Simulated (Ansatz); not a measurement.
## Work function of Zn(0001): what the settings cost and change: cost of one run

Ansatz 0.2.0; plane-wave DFT, PBE, Ansatz PAW. The cell holds 7 atoms.

input.yaml reads:

```yaml
crystal:
  lattice:
    - [2.66, 0.0, 0.0]
    - [1.33, 2.3036275741, 0.0]
    - [0.0, 0.0, 32.81088]
  atoms:
    - { symbol: Zn, position: [0.0, 0.0, 0.2742992568] }
    - { symbol: Zn, position: [0.6666666667, 0.6666666667, 0.3495328379] }
    - { symbol: Zn, position: [0.0, 0.0, 0.4247664189] }
    - { symbol: Zn, position: [0.6666666667, 0.6666666667, 0.5] }
    - { symbol: Zn, position: [0.0, 0.0, 0.5752335811] }
    - { symbol: Zn, position: [0.6666666667, 0.6666666667, 0.6504671621] }
    - { symbol: Zn, position: [0.0, 0.0, 0.7257007432] }
kpoints:
  mp_grid: { grid: [18, 18, 1] }
hamiltonian:
  xc: pbe
scf:
  occupations: { method: methfessel_paxton, width: 0.2 }
  convergence: { dr2_threshold: 1.0e-09 }
efield:
  axis: 3
  dipole_correction: true
  ramp_position: 0.97
  ramp_width: 0.06
output:
  write_potential: true
  write_density: true
  volumetric_format: npy
```

Launch:

```console
> ansatz run input.yaml --threads 4 --pin off --max-ram 6144MiB --backend cpu --events-out ev --progress --plain --runs-dir out
```

For reference, a run of the same kind (7 atoms, 37 k-points, 51 bands and 1,221 plane waves; 10 SCF cycles) took 16 s and 0.42 GiB on the same hardware.

What time and memory should one allow on 4 threads of Arm Neoverse N1, shared host?

At two electrons a band, the 84 electrons need 42 bands, and 9 more are carried. The run has 37 k-points, 51 bands and 3,991 plane waves. Taking the work of a cycle as k-points × spins × bands × plane waves, that is 3.3 times the reference, or 53 s at the reference's 10 cycles. The run needed 11 SCF cycles, which makes it about 58 s. One copy of the wavefunctions takes 0.11 GiB at 16 bytes a coefficient, against 0.034 GiB in the reference; grids, projectors and work arrays come on top. Measured: about 33 s, with a peak of 0.73 GiB. The run was quicker than this simple count says.

[Logs are printed without paths, hosts, clocks, repeated set-up lines and the standing remarks that a program may print on its own settings, such as how far it seeks lower states.]

[Hosts, paths, dates, database ids (printed as entryN), source tags and the programs' standing remarks are cut or masked in the printed files.]

[Maps of the electrostatic potential energy from Ansatz leave out the sawtooth potential of an applied field or a dipole correction, so their vacuum need not be flat; planar profiles and work functions include it.]
